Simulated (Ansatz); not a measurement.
# ZnGaGePb2, from a guessed structure to a relaxed one, part 2 of 2

Starting from a made-up structure for ZnGaGePb2, the aim is the relaxed cell, its shortest contacts and, where a second run follows, its electronic structure.

Ansatz 0.2.0; DFT, r2SCAN, plane-wave PAW, files of the set soft_1, scalar-relativistic, no spin, cell and ions relaxed at zero pressure; PAW set soft_1 (the session's first sound run).

So far: Starting point; Relaxation of the guess. The relaxed cell has a = 5.070, c = 10.501 Å (conventional setting).

## 3. Bands of the relaxed cell

With the geometry fixed, one more self-consistent run, with a narrower smearing and the mesh shown in its input, gives the bands, and its pressure, and its forces where symmetry allows any, show how far the geometry depends on these settings.

This step: DFT, r2SCAN, plane-wave PAW, files of the set soft_1, scalar-relativistic, no spin, bands and density of states at the relaxed cell; PAW set soft_1 (Ansatz 0.2.0).

File input.yaml:

```yaml
crystal:
  lattice:
    - [-2.5349705051, 2.5349705051, 5.2506619349]
    - [2.5349705051, -2.5349705051, 5.2506619349]
    - [2.5349705051, 2.5349705051, -5.2506619349]
  atoms:
    - { symbol: Pb, position: [0.8507315818, 0.3507315818, 0.5] }
    - { symbol: Pb, position: [0.3507315818, 0.8507315818, 0.5] }
    - { symbol: Ge, position: [-0.0129187848, -0.0129187848, 0.0] }
    - { symbol: Ga, position: [0.2180940439, 0.2180940439, 0.0] }
    - { symbol: Zn, position: [0.6149615773, 0.6149615773, 0.0] }
kpoints:
  mp_grid: { grid: [8, 8, 8] }
  band_path:
    path:
      - [[0.0, 0.0, 0.0], [0.0, 0.0, 0.5], [-0.11654341, 0.11654341, 0.5], [-0.3082717, 0.3082717, 0.3082717], [0.0, 0.0, 0.0], [0.5, 0.5, -0.5], [0.3082717, 0.6917283, -0.3082717], [0.0, 0.5, 0.0], [0.25, 0.25, 0.25], [0.5, 0.5, -0.11654341], [0.5, 0.5, -0.5]]
      - [[0.0, 0.0, 0.5], [0.25, 0.25, 0.25]]
    npoints: 7
scf:
  occupations: { method: fermi_dirac, width: 0.03 }
  n_extra_bands: 9
hamiltonian:
  xc: r2scan
  pseudopotentials: { kind: paw, azcp: { folder: soft_1 } }
output:
  forces: true
  stress: true
  write_bands: true
  dos: { projected: true }
  write_density: true
  write_potential: true
  elf: true
  volumetric_format: npy
```

Started as:

```bash
$ ansatz run input.yaml --threads 4 --pin off --max-ram 8192MiB --backend cpu --events-out ev --progress --plain --runs-dir out
```

Numbers of over 12 decimals in the logs are rounded to 6 here.

The program printed:

```text
[...]
Crystal: 5 atoms, lattice volume = 134.965 Å³
Basis set: ecut = 500 eV, 3443 PW (Γ), exchange–correlation on 192×192×192 points (64 copies of the dense FFT grid, shifted against one another)
Bands: 43, of which v1, the nominal top of the filled ones, is band 34 counted from 1 (33 counted from 0)
Symmetry: 8 space group operations
[...]
k-points: 59 of 512 (time reversal used)
[...]
SCF iter   1: F=—  HF=-35264.142134 eV  |F-HF|=—  |Δ(HF+E_count)|=         —  Δρ=4.68e-2  dr2=4.14e0  dr2_τ=1.00e-2  ethr=3.10e-3  ⟨swp⟩=7.3  Hψ=11709  notcnv=0  defer=1
[...]
SCF iter  13: F=-35262.943990 eV  HF=-35262.943990 eV  |F-HF|=1.68e-9  |Δ(HF+E_count)|=   1.71e-8  Δρ=2.61e-6  dr2=1.47e-8  dr2_τ=1.47e-10  ethr=1.49e-10  ⟨swp⟩=16.5  Hψ=18464  notcnv=0
SCF 1 converged in 13 iterations: F = -35262.943990 eV  dr2 = 1.47e-8
[...]
NSCF: frozen V_eff on 79 k-points
SCF converged after 13 iterations
Free energy (F): -35262.943990 eV
[...]
Internal energy: -35262.937985 eV  (E = F + TS)
E sigma→0 (E₀):  -35262.940988 eV
Entropy (-TS):   -0.006004 eV (-1.201 meV/atom)
Fermi energy:    8.288017 eV
[...]
--- Forces (eV/Å), atoms counted from 1 ---
  atom   1  Pb     0.00000000    -0.00000000    -0.00141917
  atom   2  Pb    -0.00000000     0.00000000    -0.00141917
  atom   3  Ge    -0.00000000     0.00000000     0.00436656
  atom   4  Ga     0.00000000     0.00000000    -0.00178068
  atom   5  Zn     0.00000000    -0.00000000     0.00024621
  max |Σ_I F_I| component: 6.26e-6 eV/Å
--- Stress (GPa, compression-positive) ---
       -0.026968       0.000000      -0.000000
        0.000000      -0.026968       0.000000
       -0.000000       0.000000       0.035013
  P = ⅓ Tr σ = -0.0063 GPa (-0.063 kbar)
--- Band table (eV; the first three rows and the last of 59) ---
  k-point 0: bands = [... 30 lower, 5.4547, 6.2229, 7.5357, 7.5357, 7.9369, 9.1102, 10.5083, 10.8798, ... 5 higher]
  k-point 1: bands = [... 30 lower, 5.9605, 6.2704, 6.9386, 7.5273, 8.6827, 9.4667, 9.7235, 11.4431, ... 5 higher]
  k-point 2: bands = [... 30 lower, 5.9221, 5.9459, 6.0916, 8.3753, 10.0756, 10.6737, 10.7237, 11.7008, ... 5 higher]
  k-point 58: bands = [... 30 lower, 5.0514, 6.9648, 7.8284, 9.3078, 9.3078, 10.3664, 11.8283, 11.8283, ... 5 higher]
```

Elapsed: 38 s, on 4 threads of Arm Neoverse V1, shared host; peak memory 1.1 GiB; 2.5 min of CPU time.

Reading the cycles: dr2 is the Hartree energy of the density residual (eV), the measure of convergence; HF is the Harris–Foulkes estimate of the energy, which meets the free energy F at convergence.

This step gave:

```yaml
free_energy: -35262.9440 eV
energy_at_zero_smearing: -35262.9410 eV
smearing_term_ts: 0.006004 eV
fermi_energy: 8.288 eV
pressure: -0.006308 GPa
```

From bands.tsv, the bands that come nearest the Fermi level along the path, at its corners, in eV from the Fermi level:

```tsv
point	band 30	band 31	band 32	band 33	band 34	band 35	band 36	band 37
Γ	-2.83	-2.83	-2.07	-0.75	-0.75	-0.35	0.82	2.22
X	-4.02	-3.14	-1.55	-1.07	0.26	0.79	4.43	4.80
Y	-4.53	-2.42	-1.25	-0.92	0.42	0.57	3.03	3.50
S	-3.47	-2.62	-1.46	-0.45	-0.04	0.80	1.68	2.65
Γ	-2.83	-2.83	-2.07	-0.75	-0.75	-0.35	0.82	2.22
Z	-3.54	-3.24	-1.32	-0.46	1.02	1.02	2.08	3.54
S1	-3.47	-2.62	-1.46	-0.45	-0.04	0.80	1.68	2.65
N	-3.15	-2.07	-1.62	-1.19	-0.72	0.89	2.26	2.78
P	-3.49	-2.68	-2.39	-2.39	2.27	2.67	2.80	2.80
Y1	-4.53	-2.42	-1.25	-0.92	0.42	0.57	3.03	3.50
Z	-3.54	-3.24	-1.32	-0.46	1.02	1.02	2.08	3.54
X	-4.02	-3.14	-1.55	-1.07	0.26	0.79	4.43	4.80
P	-3.49	-2.68	-2.39	-2.39	2.27	2.67	2.80	2.80
```

Counts of states for the cell as run, both spins, by energy window (eV from the Fermi level):

| from | to | total |
| --- | --- | --- |
| -8 | -7 | 1.61 |
| -7 | -6 | 10.20 |
| -6 | -5 | 0.79 |
| -5 | -4 | 1.26 |
| -4 | -3 | 1.73 |
| -3 | -2 | 2.31 |
| -2 | -1 | 2.51 |
| -1 | 0 | 2.10 |
| 0 | 1 | 2.10 |
| 1 | 2 | 1.98 |
| 2 | 3 | 2.81 |
| 3 | 4 | 2.98 |
| 4 | 5 | 2.86 |

Below -8 eV lie 44.4 more states.

Electrostatic potential energy in the ac plane of the conventional cell at fractional y = 0.000, with atoms of Pb and Ge and Ga and Zn within 0.2 Å of it. With pseudopotentials it is smooth inside the atoms' cores, unlike the true potential.

Ten even steps from '0' (-35 eV) to '9' (12 eV), each cell a mean:
```
54589888899745
45788532478854
78886100038887
99985012027999
99986100048999
99998644589999
89999988999998
24899999999963
00599999999720
00599999999710
14799999999862
88999999999998
99999888899999
99998532478999
99986100038999
99985012027999
77886100048887
98788644588779
99789988999789
98789999999779
77899999999977
78999999999988
45799999999865
54589999999744
```
Columns run along a (5.1 Å; values clipped at the 3rd and 97th percentile), rows up along c (10.5 Å), edges of the conventional cell, whose origin can differ from the input's. Atoms in or near the plane, at fractional coordinates: Pb at (0.50, 0.85), Pb at (0.50, 0.35), Ge at (0.00, 0.99), Ga at (0.00, 0.22), Zn at (0.00, 0.61).

Valence density in the ac plane of the conventional cell at fractional y = 0.000, with atoms of Pb and Ge and Ga and Zn within 0.2 Å of it. It is the smooth field of the valence electrons, not physical close to the nuclei.

Ten steps, logarithmic in the rise over the least value, from '_' (0 e/Å³) to '@' (35 e/Å³), each cell a mean:
```
@@**::..____....______..==%%
++--......::----::......::==
........::==++**++--........
______..::==****++--..______
________..--++++==::..______
__________..::::::..________
____________________________
--::..__________________..--
%%++::________________..--##
@@++::________________..--%%
==::..__________________..--
..________________________..
____________....____________
________..::----::..________
________::==++**++--..______
______..::==****++--..______
........::--++++==::........
**==........::::::......::++
@@**::..______________..==%%
##==..________________..::**
::....__________________..::
....____________________....
--::..__________________..--
%%++::________________..--##
```
Columns run along a (5.1 Å), rows up along c (10.5 Å), edges of the conventional cell, whose origin can differ from the input's. Atoms in or near the plane, at fractional coordinates: Pb at (0.50, 0.85), Pb at (0.50, 0.35), Ge at (0.00, 0.99), Ga at (0.00, 0.22), Zn at (0.00, 0.61).

ELF in the ac plane of the conventional cell at fractional y = 0.000, with atoms of Pb and Ge and Ga and Zn within 0.2 Å of it. It is the smooth field of the valence electrons, not physical close to the nuclei.

Ten even steps from '0' (0.01) to '9' (0.66), each cell a mean:
```
53786555557753
56875555556875
77755521355677
54345400255344
11135532464211
22124666653222
33322455432233
12332222223332
00232100023310
00233100013310
12332111113321
33321233211333
32113455542123
11135655654211
22245521365322
55555400255555
45665532455654
12466566556531
11355555556420
12443322234431
55542100013565
99852000013799
67863111125777
44675333346753
```
Columns run along a (5.1 Å), rows up along c (10.5 Å), edges of the conventional cell, whose origin can differ from the input's. Atoms in or near the plane, at fractional coordinates: Pb at (0.50, 0.85), Pb at (0.50, 0.35), Ge at (0.00, 0.99), Ga at (0.00, 0.22), Zn at (0.00, 0.61).

## 4. What came out

| Property | Result |
| --- | --- |
| space group, relaxed | I4mm |
| conventional cell | a = 5.070, b = 5.070, c = 10.501 Å; α = 90.0°, β = 90.0°, γ = 90.0° |
| volume per atom | 26.99 Å³ (guess 20.24) |

ZnGaGePb2 relaxes to I4mm with a = 5.070, b = 5.070 and c = 10.501 Å. The guessed volume was 25 % too small. The space group I4mm was held in the relaxation, so the end point is a stationary structure within it and may be a saddle against distortions or other arrangements. Bands cross the Fermi level, so it is a metal or semimetal at this level. The electron count is odd, which forces that without spin polarisation or a larger cell. On the 8×8×8 mesh with the narrower smearing (relaxed on 8×8×8) the largest force component is 0.004 eV/Å and the largest stress component is 0.035 GPa, within the relaxation's thresholds of 0.015 eV/Å and 0.05 GPa. The cutoff wasn't tested. Spin-orbit coupling is left out, which can matter for elements this heavy. No dispersion term is used, so weakly bound directions may come out too long. Nothing here tests whether the compound is stable against decomposition.

[Logs are printed without paths, hosts, clocks, repeated set-up lines and the standing remarks that a program may print on its own settings, such as how far it seeks lower states.]

[Hosts, paths, dates, database ids (printed as entryN), source tags and the programs' standing remarks are cut or masked in the printed files.]
